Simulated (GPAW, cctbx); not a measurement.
# How far are the atoms of IrC from free atoms?

Question: by how much does bonding change the X-ray structure factors of IrC, how firmly does DFT give the change, and what does a routine refinement make of it?

The cell comes from substitution in a known structure type and wasn't matched to any measured phase. All numbers below are calculated.

**1. Relax the structure**

The density hangs on the geometry, so cell and atoms are relaxed first, with the symmetry held. The cutoff is set higher than for the density because stress converges slowly with plane waves.

Settings: GPAW 26.7.0, PBE, 670 eV, 6×6×4 k-points (along the axes of the calculation cell), Fermi–Dirac width 0.1 eV, BFGS to 0.03 eV/Å.

```text
cell
1.0
     3.616000000    0.000000000    0.000000000
    -1.808000000    3.131547860    0.000000000
     0.000000000    0.000000000    4.392000000
Ir C
2 2
Direct
0.333333333 0.666666667 0.250000000
0.666666667 0.333333333 0.750000000
0.000000000 0.000000000 0.500000000
0.000000000 0.000000000 0.000000000
```

```console
$ OMP_NUM_THREADS=1 mpirun -n 4 gpaw python run.py > gpaw.log
```

```text
BFGS:    0      -30.006617        2.728100
BFGS:    1      -30.268352        2.375742
BFGS:    2      -30.877271        0.725297
BFGS:    3      -30.916537        0.388442
...
BFGS:   14      -31.826197        0.177389
BFGS:   15      -31.828480        0.085521
BFGS:   16      -31.828851        0.010032
cell  2.8761 2.8761 5.8318  90.00 90.00 120.00
volume 41.777 A^3, largest force 0.000 eV/A, largest stress 0.15 GPa
```

The cell moved far, while the k-mesh and basis were chosen for the start, so the final shape may be somewhat biased.

After 16 steps the volume has changed by -16.0 % and the energy by -1.822 eV; the largest stress left is 0.15 GPa. It took 2.8 min on 4 cores of Arm Neoverse N1 (shared host), peak memory 0.87 GiB.

Relaxed structure: P6_3/mmc (no. 194), a = 2.8761 Å, b = 2.8761 Å, c = 5.8318 Å, α = 90.00°, β = 90.00°, γ = 120.00°.

```csv
atom,mult.,x,y,z
Ir1,2,1/3,2/3,1/4
C1,2,0,0,1/2
```

**2. Density and charge transfer**

X-rays see the whole electron density, so the PAW density is rebuilt with its core regions. Subtracting spherical free atoms from the same code cancels the cores and leaves the deformation density Δρ, the part due to bonding.

Settings: PBE, 550 eV, 9×9×4 k-points (along the axes of the calculation cell), Fermi–Dirac width 0.1 eV; primitive cell of 4 atoms.

```console
$ OMP_NUM_THREADS=1 mpirun -n 4 gpaw python run.py > gpaw.log
```

```text
|iter:   1|       0s |  -32.499128 | +0.23 |       |
|iter:   2|       0s |  -32.156873 | -1.91 | -1.15 |
|iter:   3|       1s |  -31.693168 | -1.63 | -1.25 |
...
|iter:   8|       6s |  -31.766697c| -4.92 | -3.20 |
|iter:   9|       7s |  -31.766693c| -6.54 | -3.93 |
|iter:  10|       8s |  -31.766692c| -7.98c| -4.80c|
```

```text
grid (32, 32, 64)  electrons 166.000  moved by bonding 0.735 e
deformation density beyond 0.5 A of the nuclei: max 0.282, min -0.192 e/A^3
atom        x       y       z   Voronoi charge  moment
Ir1    0.3333  0.6667  0.2500      0.181       0.00
Ir2    0.6667  0.3333  0.7500      0.181       0.00
C 3    0.0000  0.0000  0.5000     -0.181       0.00
C 4    0.0000  0.0000  0.0000     -0.181       0.00
mean inner potential of superposed free atoms 32.343 V
total magnetic moment 0.000 muB
```

Deformation density in a plane through the shortest contact of the Ir atom at the origin, in 0.01 e/Å³ (clipped at ±99); x from -1.6 to 3.8 Å, y from 2.4 down to -2.4 Å:

```text
  1   1   2   6   4   .   .   1   1  -1  -1   1   1  -2  -9  -8
  0  -1   0   2  -3   .   .   6   4   1   1   1   0  -2  -4  -3
 -2  -3  -2   0   4   7   6   4   1  -1   1   0  -2  -3  -3  -2
 -3  -3  -3   1   6   9   5  -1  -3  -1   2   1  -2  -3  -3  -2
 -2  -2  -1   5   1  -5  -3  -4  -1   2   6   4   0  -1  -1   3
 -2  -2  -1  21   .   .   7  -2   5   6   .   .   1   6   2  14
 -3  -5 -11 -18   .   . -17  -1  10   6   .   .   4  11   1 -14
 -3  -3  -4  12   .   .  17   2   6   2   .   .   5   5  -2   5
 -1   1   0  -3 -12   0   4  -1  -1   0   3   6   3  -1  -3  -4
  1   1   0  -3  -6  -3  -1  -3  -3  -2   1   2  -1  -3  -1   4
  1   0  -2  -3  -3  -2  -2  -3  -3  -2   0   1   0   0   3   6
  1   0  -3  -3  -3  -2  -3  -4  -2   0   1   1   1   4   6   .
  5   2  -1  -2  -1   2  -6 -10  -3   1   1  -1  -1   1   1   .
```

Atoms in or within 0.15 Å of the plane: Ir (0.0, 0.0), C (2.2, 0.0), C (0.3, 2.2) Å. Dots mark points within about 0.45 Å of a nucleus; large values next to them are atomic features.

C gains most (-0.18 e) and Ir loses most (+0.18 e), as electronegativity suggests. Such charges fall far short of formal ones, since overlapping free atoms already put density on their neighbours. Along the shortest contact from the Ir atom at the map's origin, Ir–C at 2.21 Å, Δρ is +0.06 e/Å³ at the midpoint and highest, +0.11, 1.36 Å from Ir (points within 0.5 Å of a nucleus left out): a modest build-up. At the midpoints of other shortest contacts it is 0.00 (Ir–Ir, 2.88 Å) and -0.02 (C–C, 2.88 Å) e/Å³. Point values carry grid noise of about 0.01 e/Å³. The run needed 10 iterations, 17 s.

**3. Structure factors**

The Fourier components of Δρ, added to those of the free atoms, give the static X-ray structure factors; the Mott–Bethe relation turns them into the Fourier components V of the potential that fast electrons feel.

```text
static structure factors of the conventional cell: F in electrons, V (Mott-Bethe) in volts
   h  k  l      d  |F| table  |F| free   |F| DFT   change   |V| free  |V| DFT  change %
   0  0  2  2.9159   126.900   126.814   126.565   -0.249    14.166   14.398      1.6
   1  0  0  2.4908    58.039    57.962    57.651   -0.311     4.790    5.002      4.4
   1  0  1  2.2906   110.467   110.334   110.326   -0.008    13.259   13.264      0.0
   1  0  2  1.8939    65.962    65.903    65.975    0.072     9.089    9.061     -0.3
   1  0  3  1.5325    96.942    96.848    96.749   -0.099     9.409    9.435      0.3
   0  0  4  1.4580   114.148   114.066   114.013   -0.053    12.111   12.124      0.1
   1  1  0  1.4380   113.475   113.395   113.405    0.010    11.935   11.933     -0.0
   1  1  2  1.2897   100.059    99.965    99.987    0.022     7.671    7.667     -0.1
   1  0  4  1.2582    47.521    47.467    47.642    0.175     3.045    3.015     -1.0
   2  0  0  1.2454    47.305    47.252    47.438    0.186     3.020    2.988     -1.0
   2  0  1  1.2179    87.727    87.667    87.661   -0.006     7.437    7.439      0.0
   2  0  2  1.1453    52.797    52.782    52.758   -0.023     5.212    5.216      0.1
   1  0  5  1.0563    81.607    81.557    81.639    0.082     6.342    6.332     -0.2
   2  0  3  1.0486    81.288    81.239    81.250    0.011     6.289    6.288     -0.0
```

The largest X-ray change is -0.31 e on 100, 0.5 % of |F|. For electrons V goes as (Z − F)/g², so a change of F counts against Z − F, which is small at low angle and wherever the atoms' terms cancel: |V| of 100 moves by +4.4 % (4.79 to 5.00 V) against -0.5 % in |F|. The tabulated Hartree–Fock atoms differ from the free DFT atoms by up to 0.13 e, so the choice of reference atom matters too.

**4. The functional ladder**

The same geometry is run with other functionals, to see whether the bonding signal is larger than the spread between approximations. Free atoms are LDA for LDA and PBE otherwise; meta-GGAs and hybrids keep PBE cores. Any other changed setting is in the row's label.

```csv
run,ΔF 100 (e),ΔF 002 (e),ΔF 200 (e),q(C) (e),moved (e),time
PBE,-0.311,-0.249,+0.186,-0.181,0.735,17 s
LDA,-0.308,-0.244,+0.181,-0.174,0.718,16 s
r2SCAN,-0.297,-0.198,+0.223,-0.168,0.805,37 s
```

At the base's settings ΔF(100) spans -0.311 to -0.297 e, a spread of 5 % of the PBE value; over the three listed reflections the spread is at most 23 %, so sign and size hold across the functionals. Times are from shared hosts.

**5. What a spherical-atom refinement makes of it**

Routine crystallography fits spherical atoms. To see the bias, intensities are simulated from tabulated atoms plus the DFT change ΔF, so that bonding alone can misfit (2504 reflections of the full sphere, merged to the counts below, to 0.4 Å, 1 % proportional noise plus counting noise, assumed isotropic U as listed, Δρ smeared by the mean U) and refined with cctbx over different ranges.

| range | data | R1 | GooF | U Ir1 (true 0.0063) | U C1 (true 0.0143) | largest shift (Å) | Δρ max, min (e/Å³) |
| --- | --- | --- | --- | --- | --- | --- | --- |
| all data | 160 | 0.0022 | 0.96 | 0.0063 | 0.0141 | 0.0000 | 0.35, -0.50 |
| low resolution, d > 0.84 | 23 | 0.0020 | 1.14 | 0.0063 | 0.0141 | 0.0000 | 0.20, -0.18 |
| high order, d < 0.75 | 129 | 0.0023 | 0.94 | 0.0063 | 0.0142 | 0.0000 | 0.24, -0.41 |
| occupancies free, d > 0.7 | 35 | 0.0020 | 1.08 | 0.0064 | 0.0138 | 0.0000 | 0.28, -0.20 |

With all data GooF is 0.96, so at this noise the bonding hardly shows; the top residual peak, near noise level, lies 1.01 Å from C and 1.72 Å from Ir. No U is off by more than 3 s.u. at low resolution. Symmetry fixes every coordinate, so the shifts are zero by construction. With Ir1 held at 1 and the scale free, the other occupancies refine to C1 0.996(0.020), within three s.u. of full.

**6. Answer**

Bonding moves 0.73 e in the primitive cell of IrC and changes the structure factors of the conventional cell in the table above by at most 0.31 e (100, 0.5 %). The shortest bond, Ir–C, has Δρ = +0.06 e/Å³ at its midpoint. At the base's settings ΔF(100) spans -0.311 to -0.297 e, a spread of 5 % of the PBE value; over the three listed reflections the spread is at most 23 %, so sign and size hold across the functionals. With all data GooF is 0.96, so at this noise the bonding hardly shows. Limits: static density, frozen cores, no spin–orbit coupling.

[Outputs are excerpts: Python notices, other lines and further rows are left out; steps that failed or that the build refused (PBEsol, TPSS) are not shown.]

[Logs are printed without paths, hosts, clocks, repeated set-up lines and the standing remarks that a program may print on its own settings, such as how far it seeks lower states.]
